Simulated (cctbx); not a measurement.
**TiNiCl6 with cctbx, script by script**

Library: cctbx 2025.11. The data are simulated by the first script.

## 1. Simulate the data

run.py:

```python
from cctbx import adptbx, crystal, miller, sgtbx, xray
from cctbx.array_family import flex
from iotbx.shelx import hklf
from scitbx import matrix
import scitbx.random

cs = crystal.symmetry(unit_cell=(6.423, 6.423, 17.238, 90, 90, 120), space_group_symbol='Hall: -R 3')  # R-3
atoms = [  # label, site, U (iso, or U11 U22 U33 U12 U13 U23 in A^2), occupancy
    ("Ni1", (1/3, 2/3, 0.16667), (0.0081, 0.0081, 0.0131, 0.0041, 0.0000, 0.0000), 1),
    ("Ti1", (0, 0, 0), (0.0084, 0.0084, 0.0064, 0.0042, -0.0000, 0.0000), 1),
    ("Cl1", (0.62447, 0.99353, 0.24893), (0.0050, 0.0071, 0.0058, 0.0035, -0.0007, -0.0028), 1),
]
xs = xray.structure(crystal_symmetry=cs)
for label, site, u, occ in atoms:
    u = adptbx.u_cif_as_u_star(cs.unit_cell(), u) if isinstance(u, tuple) else u
    xs.add_scatterer(xray.scatterer(label, site=site, u=u, occupancy=occ))
xs.set_inelastic_form_factors(0.71073, "sasaki")
xs.show_summary()
p1 = xs.expand_to_p1()
ms = miller.build_set(p1, anomalous_flag=True, d_min=0.84)
flex.set_random_seed(967938)
scitbx.random.set_random_seed(967938)
ms = ms.select(flex.random_double(ms.size()) < 0.95)
i = ms.structure_factors_from_scatterers(p1, algorithm="direct").f_calc().as_intensity_array().data()
i = i * 40000 / flex.max(i)
sig = flex.sqrt(i + flex.pow2(0.02 * i) + 4 ** 2)
noise = scitbx.random.variate(scitbx.random.normal_distribution())(i.size())
data = ms.array(data=i + sig * noise, sigmas=sig).set_observation_type_xray_intensity()
with open("data.hkl", "w") as f:
    data.export_as_shelx_hklf(f)
print("reflections written:", data.size(), " <I/sigma> = %.1f" % flex.mean(data.data() / data.sigmas()))
for h, a, b in list(data.sort("data"))[:12]:
    print("%4d%4d%4d %9.1f %7.1f" % (h + (a, b)))
```

```console
$ python run.py
```

```text
Number of scatterers: 3
At special positions: 2
Unit cell: (6.423, 6.423, 17.238, 90, 90, 120)
Space group: R -3 :H (No. 148)
reflections written: 4174  <I/sigma> = 9.2
   3   0   0   41013.9   824.6
   3  -3   0   40982.5   824.6
  -3   0   0   40463.7   824.6
  -3   3   0   39845.2   824.6
   0   3   0   39662.1   824.6
   0   0 -12   36445.3   737.4
   0   0  12   35740.3   737.4
  -1   2  -6   28793.2   576.6
   1  -2   6   27989.5   576.6
  -2   1   3   27499.6   554.2
   1   1   6   27353.5   576.6
  -1  -1  -6   27210.1   576.6
```

Run time: 0.41 s on 1 thread of Arm Neoverse N1, with other jobs on the host, peak memory 0.07 GiB.

## 2. Symmetry

run.py:

```python
from cctbx import crystal, sgtbx, statistics
from cctbx.array_family import flex
from iotbx.shelx import hklf

p1 = crystal.symmetry(unit_cell=(6.423, 6.423, 17.238, 90, 90, 120), space_group_symbol="P 1")
raw = hklf.reader(file_name="data.hkl").as_miller_arrays(crystal_symmetry=p1, anomalous=True)[0]
print(raw.size(), "reflections to d = %.3f A" % raw.d_min())
isig = raw.data() / raw.sigmas()
print("centring   violations  <I/sigma> of those")
best = "P"
for c in "ABCIRF":
    a = raw.customized_copy(space_group_info=sgtbx.space_group_info("Hall: %s 1" % c)).sys_absent_flags().data()
    m = flex.mean(isig.select(a))
    print("%5s %10d of %5d %8.1f" % (c, (isig.select(a) > 4).count(True), a.count(True), m))
    if (isig.select(a) > 4).count(True) < 0.01 * a.count(True):
        best = c
raw = raw.select(~raw.customized_copy(space_group_info=sgtbx.space_group_info("Hall: %s 1" % best)).sys_absent_flags().data())
isig = raw.data() / raw.sigmas()
rows = []
for s in sgtbx.space_group_symbol_iterator():
    g = sgtbx.space_group(s)
    if g.conventional_centring_type_symbol() != best or not g.is_compatible_unit_cell(p1.unit_cell(), 1e-3, 0.02):
        continue
    rows.append((s, g))
print("Laue class    unique    Rint  (classes that these axes allow; Friedel mates merged)")
rint = {}
for s, g in rows:
    laue = g.build_derived_patterson_group()
    key = laue.type().hall_symbol()
    if key not in rint:
        m = raw.customized_copy(space_group_info=laue.info(), anomalous_flag=False).merge_equivalents()
        rint[key] = m.r_int()
        print("%-14s %6d %7.3f" % (laue.type().lookup_symbol(), m.array().size(), m.r_int()))
floor = min(rint.values())
good = [(s, g) for s, g in rows if rint[g.build_derived_patterson_group().type().hall_symbol()] < 2 * floor + 0.03]
top = max(g.build_derived_patterson_group().order_z() for s, g in good)
print("space group    extra absences  I>4sigma  <I/sigma>")
for s, g in good:
    laue = g.build_derived_patterson_group()
    if laue.order_z() != top:
        continue
    a = raw.customized_copy(space_group_info=g.info()).sys_absent_flags().data()
    a &= ~raw.customized_copy(space_group_info=laue.info()).sys_absent_flags().data()
    bad = (isig.select(a) > 4).count(True)
    if bad <= 0.03 * a.count(True):
        print("%-16s %8d %10d %9s  %s" % (s.universal_hermann_mauguin(), a.count(True), bad, "%.1f" % flex.mean(isig.select(a)) if a.count(True) else "-", "centric" if g.is_centric() else "acentric"))
laue = max(good, key=lambda t: t[1].build_derived_patterson_group().order_z())[1].build_derived_patterson_group()
f = raw.customized_copy(space_group_info=laue.info(), anomalous_flag=False).merge_equivalents().array().eliminate_sys_absent().f_sq_as_f()
f.set_observation_type_xray_amplitude()
bins = max(3, min(8, f.size() // 12))
f.setup_binner(n_bins=bins)
w = statistics.wilson_plot(f, {e: n / laue.order_z() for e, n in {'Ni': 3.0, 'Ti': 3.0, 'Cl': 18.0}.items()}, e_statistics=True)
print("Wilson B = %.2f A^2   <|E^2-1|> = %.3f (0.968 centric, 0.736 acentric)   E^2>4: %.1f %%" % (w.wilson_b, w.mean_e_sq_minus_1, w.percent_e_sq_gt_2))
print("shell (A)         n   <I/sigma>")
m = raw.customized_copy(space_group_info=laue.info(), anomalous_flag=False).merge_equivalents().array().eliminate_sys_absent()
for b in m.setup_binner(n_bins=bins).range_used():
    sel = m.binner().selection(b)
    print("%5.2f - %4.2f %6d %8.1f" % (min(m.binner().bin_d_range(b)[0] if m.binner().bin_d_range(b)[0] > 0 else 99, 99), m.binner().bin_d_range(b)[1], sel.count(True), flex.mean((m.data() / m.sigmas()).select(sel))))
```

```console
$ python run.py
```

```text
4174 reflections to d = 0.842 A
centring   violations  <I/sigma> of those
    A        642 of  2093      9.3
    B        645 of  2079      9.4
    C        659 of  2092      9.4
    I        642 of  2094      9.3
    R          0 of  2776     -0.0
    F        973 of  3132      9.4
Laue class    unique    Rint  (classes that these axes allow; Friedel mates merged)
R -3 :H           248   0.017
R -3 m :H         161   0.148
space group    extra absences  I>4sigma  <I/sigma>
R 3 :H                  0          0         -  acentric
R -3 :H                 0          0         -  centric
Wilson B = 0.63 A^2   <|E^2-1|> = 0.967 (0.968 centric, 0.736 acentric)   E^2>4: 2.8 %
shell (A)         n   <I/sigma>
 5.75 - 1.67     31     62.8
 1.67 - 1.33     32     72.6
 1.33 - 1.17     31     51.0
 1.17 - 1.06     29     75.4
 1.06 - 0.98     33     55.3
 0.98 - 0.93     27     53.8
 0.93 - 0.88     37     50.9
 0.88 - 0.84     28     63.2
```

Time: 0.4 s.

## 3. Charge flipping

run.py:

```python
import itertools
from cctbx import crystal, maptbx
from cctbx.array_family import flex
from iotbx.shelx import hklf
from smtbx.ab_initio import charge_flipping as cf

cs = crystal.symmetry(unit_cell=(6.423, 6.423, 17.238, 90, 90, 120), space_group_symbol='Hall: -R 3')  # R-3
raw = hklf.reader(file_name="data.hkl").as_miller_arrays(crystal_symmetry=cs, anomalous=True)[0]
merged = raw.eliminate_sys_absent().merge_equivalents()
fo2 = merged.array().set_observation_type_xray_intensity()
f = fo2.average_bijvoet_mates().f_sq_as_f().resolution_filter(d_min=0.84)
p1 = f.expand_to_p1()
p1.setup_binner_counting_sorted(reflections_per_bin=max(40, p1.size() // 12))
work = p1.array(data=p1.data() / p1.amplitude_quasi_normalisations().data())
flex.set_random_seed(48224)
it = cf.weak_reflection_improved_iterator(delta=None, weak_reflection_fraction=0.2)
it.start(work, phases=flex.random_double(p1.size()) * 6.2832, f_000=0)
it.delta = 1.1 * it.rho_map.sigma()
print("cycle      R  skewness")
for n, st in enumerate(itertools.islice(it, 100)):
    if n % 8 == 0:
        print("%5d %6.3f %8.2f" % (n, st.r1_factor(), st.rho_map.skewness()))
rho = p1.phase_transfer(it.f_calc).fft_map().apply_volume_scaling()
polish = cf.low_density_elimination_iterator(constant_rho_c=rho.sigma())
polish.start(f_obs=p1, phases=it.f_calc, f_000=0)
for _ in range(8):
    next(polish)
print("origin shift          correlation  skewness")
maps = []
for fc, shift, cc in itertools.islice(cf.f_calc_symmetrisations(f, polish.f_calc, 0), 4):
    m = f.phase_transfer(fc).fft_map(symmetry_flags=maptbx.use_space_group_symmetry, resolution_factor=0.25).apply_sigma_scaling()
    maps.append((m.skewness(), cc, m))
    print("%6.3f %6.3f %6.3f %10.3f %9.2f" % (tuple(shift) + (cc, m.skewness())))
skew, cc, m = max((t for t in maps if t[1] > maps[0][1] - 0.04), key=lambda t: t[0])
print("taken: symmetry correlation %.3f, skewness %.2f" % (cc, skew))
peaks = m.peak_search(parameters=maptbx.peak_search_parameters(min_distance_sym_equiv=0.9, max_clusters=8)).all()
sps = cs.special_position_settings(min_distance_sym_equiv=0.5)
print("peak      x       y       z  mult  height/sigma")
for k, (x, h) in enumerate(zip(peaks.sites(), peaks.heights())):
    ss = sps.site_symmetry(x)
    print("Q%-3d %7.4f %7.4f %7.4f %4d %8.1f" % ((k + 1,) + tuple(t % 1 for t in ss.exact_site()) + (ss.multiplicity(), h)))
```

```console
$ python run.py
```

```text
cycle      R  skewness
    0  0.608     0.24
    8  0.536     1.64
   16  0.510     3.27
   24  0.473     2.81
   32  0.482     3.44
   40  0.491     3.09
   48  0.477     3.20
   56  0.491     3.12
   64  0.443     2.97
   72  0.488     3.14
   80  0.473     3.05
   88  0.484     3.16
   96  0.496     2.98
origin shift          correlation  skewness
 0.119  0.378  0.005      0.815      1.61
 0.037  0.415  0.294      0.779      0.74
 0.118  0.739  0.063      0.809      1.02
 0.117  0.701  0.213      0.797      0.32
taken: symmetry correlation 0.815, skewness 1.61
peak      x       y       z  mult  height/sigma
Q1    0.0000  0.0000  0.3865    6     10.6
Q2    0.0000  0.0000  0.1001    6      6.3
Q3    0.0022  0.3122  0.5208   18      4.4
Q4    0.0074  0.3805  0.6443   18      3.0
Q5    0.9976  0.3758  0.1231   18      3.0
Q6    0.0000  0.0000  0.3102    6      2.3
Q7    0.1088  0.2284  0.5030   18      2.2
Q8    0.0216  0.1689  0.4228   18      2.1
```

Time: 0.55 s.

## 4. Charge flipping

run.py, as its changes from the last script of this kind:

```diff
@@ -13,3 +13,2 @@
-p1.setup_binner_counting_sorted(reflections_per_bin=max(40, p1.size() // 12))
-work = p1.array(data=p1.data() / p1.amplitude_quasi_normalisations().data())
-flex.set_random_seed(48224)
+work = p1
+flex.set_random_seed(48225)
@@ -20,2 +19,2 @@
-for n, st in enumerate(itertools.islice(it, 100)):
-    if n % 8 == 0:
+for n, st in enumerate(itertools.islice(it, 200)):
+    if n % 16 == 0:
```

```console
$ python run.py
```

```text
cycle      R  skewness
    0  0.602     0.25
   16  0.308     4.47
   32  0.290     4.13
   48  0.282     4.04
   64  0.292     4.09
   80  0.268     3.98
   96  0.292     3.98
  112  0.272     4.05
  128  0.284     3.99
  144  0.266     3.94
  160  0.277     3.88
  176  0.266     3.96
  192  0.263     3.73
origin shift          correlation  skewness
 0.141  0.612  0.307      0.841      1.83
 0.188  0.669  0.473      0.836      1.30
 0.180  0.333  0.098      0.816      0.83
 0.202  0.005  0.012      0.817      0.88
taken: symmetry correlation 0.841, skewness 1.83
peak      x       y       z  mult  height/sigma
Q1    0.0000  0.0000  0.4446    6     10.2
Q2    0.0000  0.0000  0.0716    6      5.6
Q3    0.9799  0.2983  0.3738   18      4.9
Q4    0.0080  0.3492  0.6366   18      4.2
Q5    0.0000  0.0000  0.2113    6      4.1
Q6    0.0000  0.0000  0.1298    6      3.7
Q7    0.0383  0.5044  0.3347   18      2.2
Q8    0.9879  0.3142  0.7987   18      2.1
```

Time: 0.57 s.

## 5. Refinement (model from the peaks)

run.py:

```python
import math
from cctbx import adptbx, crystal, maptbx, sgtbx, xray
from cctbx.array_family import flex
from cctbx.xray import observations
from iotbx.shelx import hklf
from scitbx.lstbx import normal_eqns_solving
from smtbx import absolute_structure, utils
from smtbx.refinement import constraints, least_squares

cs = crystal.symmetry(unit_cell=(6.423, 6.423, 17.238, 90, 90, 120), space_group_symbol='Hall: -R 3')  # R-3
atoms = [  # label, site, U (iso, or U11 U22 U33 U12 U13 U23 in A^2), occupancy
    ("Cl1", (0, 0, 0.4446), 0.0200, 1),
    ("Cl2", (0, 0, 0.0716), 0.0200, 1),
    ("Cl3", (0, 0, 0.2113), 0.0200, 1),
]
xs = xray.structure(crystal_symmetry=cs)
for label, site, u, occ in atoms:
    u = adptbx.u_cif_as_u_star(cs.unit_cell(), u) if isinstance(u, tuple) else u
    xs.add_scatterer(xray.scatterer(label, site=site, u=u, occupancy=occ))
xs.set_inelastic_form_factors(0.71073, "sasaki")
raw = hklf.reader(file_name="data.hkl").as_miller_arrays(crystal_symmetry=cs, anomalous=True)[0]
merged = raw.eliminate_sys_absent().merge_equivalents()
fo2 = merged.array().set_observation_type_xray_intensity()
print("Rint %.3f, %d unique reflections to %.2f A" % (merged.r_int(), fo2.size(), fo2.d_min()))
for sc in xs.scatterers():
    sc.flags.set_grad_site(True)
    sc.flags.set_grad_u_aniso(sc.flags.use_u_aniso())
    sc.flags.set_grad_u_iso(sc.flags.use_u_iso())
obs = fo2.as_xray_observations()
extra = {}
rep = constraints.reparametrisation(xs, [], utils.connectivity_table(xs), **extra)
ls = least_squares.crystallographic_ls(obs, rep, weighting_scheme=least_squares.mainstream_shelx_weighting(a=0, b=0))
print("cycle     R1     wR2    GooF  max shift (A)")
for cycle in range(6):
    ls.build_up()
    r1, wr2, goof = ls.r1_factor(cutoff_factor=2)[0], ls.wR2(), ls.goof()
    old = xs.sites_cart()
    normal_eqns_solving.levenberg_marquardt_iterations(ls, n_max_iterations=3, tau=0.0001, step_threshold=1e-7)
    big = flex.max((xs.sites_cart() - old).norms())
    print("%4d %7.4f %7.4f %7.3f %9.5f" % (cycle + 1, r1, wr2, goof, big))
    ls.build_up(objective_only=True)
    if abs(ls.wR2() - wr2) < 5e-5 and big < 5e-4:
        break
ls.build_up()
print("final R1 %.4f wR2 %.4f GooF %.3f  parameters %d  data/parameter %.1f" % (ls.r1_factor(cutoff_factor=2)[0], ls.wR2(), ls.goof(), ls.n_parameters, fo2.size() / ls.n_parameters))
cov = ls.covariance_matrix_and_annotations()
su = dict(zip(cov.annotations, (math.sqrt(max(v, 0)) for v in cov.matrix.matrix_packed_u_diagonal())))
a2 = cs.unit_cell().reciprocal_parameters()[0] ** -2
print("atom        x        y        z      Ueq    occ   su(xyz)  su(Uiso or U11)")
for sc in xs.scatterers():
    s = max(su.get(sc.label + k, 0) for k in (".x", ".y", ".z"))
    npd = "" if sc.is_positive_definite_u(cs.unit_cell()) else "  NPD"
    print("%-5s %8.5f %8.5f %8.5f %8.4f %6.3f %8.5f %7.4f%s" % ((sc.label,) + sc.site + (sc.u_iso_or_equiv(cs.unit_cell()), sc.occupancy, s, su.get(sc.label + ".uiso", su.get(sc.label + ".u11", 0) * a2), npd)))
fo = fo2.f_sq_as_f()
fc = fo.structure_factors_from_scatterers(xs, algorithm="direct").f_calc()
diff = fo.f_obs_minus_f_calc(1 / math.sqrt(ls.scale_factor()), fc).average_bijvoet_mates()
m = diff.fft_map(symmetry_flags=maptbx.use_space_group_symmetry, resolution_factor=0.25).apply_volume_scaling()
print("difference map: max %.2f min %.2f rms %.2f" % (m.statistics().max(), m.statistics().min(), m.statistics().sigma()))
peaks = m.peak_search(parameters=maptbx.peak_search_parameters(min_distance_sym_equiv=0.6, max_clusters=5)).all()
near = xs.closest_distances(peaks.sites(), distance_cutoff=4)
sps = cs.special_position_settings(min_distance_sym_equiv=0.5)
for k, (x, h) in enumerate(zip(peaks.sites(), peaks.heights())):
    ss = sps.site_symmetry(x)
    print("Q%-3d %7.4f %7.4f %7.4f %4d %7.2f  %.2f A from %s" % ((k + 1,) + tuple(t % 1 for t in ss.exact_site()) + (ss.multiplicity(), h, near.smallest_distances[k], xs.scatterers()[near.i_seqs[k]].label)))
```

```console
$ python run.py
```

```text
Rint 0.017, 248 unique reflections to 0.84 A
cycle     R1     wR2    GooF  max shift (A)
   1  0.9447  0.9967  69.711   0.22746
   2  0.9121  0.9924  69.411   0.05815
   3  0.9563  0.9980  69.798   0.05277
   4  0.9106  0.9924  69.409   0.00997
   5  0.9561  0.9980  69.799   0.00489
   6  0.9106  0.9924  69.408   0.00421
final R1 0.9561 wR2 0.9980 GooF 69.799  parameters 6  data/parameter 41.3
atom        x        y        z      Ueq    occ   su(xyz)  su(Uiso or U11)
Cl1    0.00000  0.00000  0.44088   0.0208  1.000  0.09320  0.3121
Cl2    0.00000  0.00000  0.05557   0.0386  1.000  0.12471  0.3916
Cl3    0.00000  0.00000  0.22474   0.0436  1.000  0.14332  0.4871
difference map: max 745.09 min -284.12 rms 52.59
Q1    0.0000  0.0000  0.4433    6  746.52  0.04 A from Cl1
Q2    0.0000  0.0000  0.2223    6  483.28  0.04 A from Cl3
Q3    0.0000  0.0000  0.0551    6  470.29  0.01 A from Cl2
Q4    0.0173  0.6478  0.2934   18  230.15  2.16 A from Cl2
Q5    0.0000  0.0000  0.5000    3  200.20  1.02 A from Cl1
```

Time: 0.76 s.

Figures of merit this high mean that the model is still wrong or incomplete.

## 6. Charge flipping

run.py, as its changes from the last script of this kind:

```diff
@@ -13,2 +13,3 @@
-work = p1
-flex.set_random_seed(48225)
+p1.setup_binner_counting_sorted(reflections_per_bin=max(40, p1.size() // 12))
+work = p1.array(data=p1.data() / p1.amplitude_quasi_normalisations().data())
+flex.set_random_seed(48226)
@@ -19,2 +20,2 @@
-for n, st in enumerate(itertools.islice(it, 200)):
-    if n % 16 == 0:
+for n, st in enumerate(itertools.islice(it, 300)):
+    if n % 25 == 0:
```

```console
$ python run.py
```

```text
cycle      R  skewness
    0  0.585     0.22
   25  0.504     3.21
   50  0.477     2.87
   75  0.488     2.99
  100  0.490     3.06
  125  0.490     3.14
  150  0.473     3.16
  175  0.479     3.07
  200  0.474     3.07
  225  0.468     3.16
  250  0.466     3.27
  275  0.473     2.86
origin shift          correlation  skewness
 0.141  0.851  0.277      0.836      0.86
 0.117  0.938  0.282      0.846      2.39
 0.109  0.928  0.114      0.846      2.33
 0.107  0.926  0.450      0.833      1.54
taken: symmetry correlation 0.846, skewness 2.39
peak      x       y       z  mult  height/sigma
Q1    0.0000  0.0000  0.5000    3     12.9
Q2    0.0000  0.0000  0.0000    3     11.3
Q3    0.9730  0.3051  0.9166   18      6.8
Q4    0.0000  0.0000  0.4376    6      3.7
Q5    0.0141  0.8761  0.0547   18      2.9
Q6    0.0000  0.0000  0.1619    6      2.3
Q7    0.0315  0.9174  0.7830   18      2.2
Q8    0.0416  0.2053  0.5403   18      1.9
```

It took 0.63 s on 1 thread of Arm Neoverse N1 (shared host), peak memory 0.08 GiB.

[Logs are printed without paths, hosts, clocks, repeated set-up lines and the standing remarks that a program may print on its own settings, such as how far it seeks lower states.]
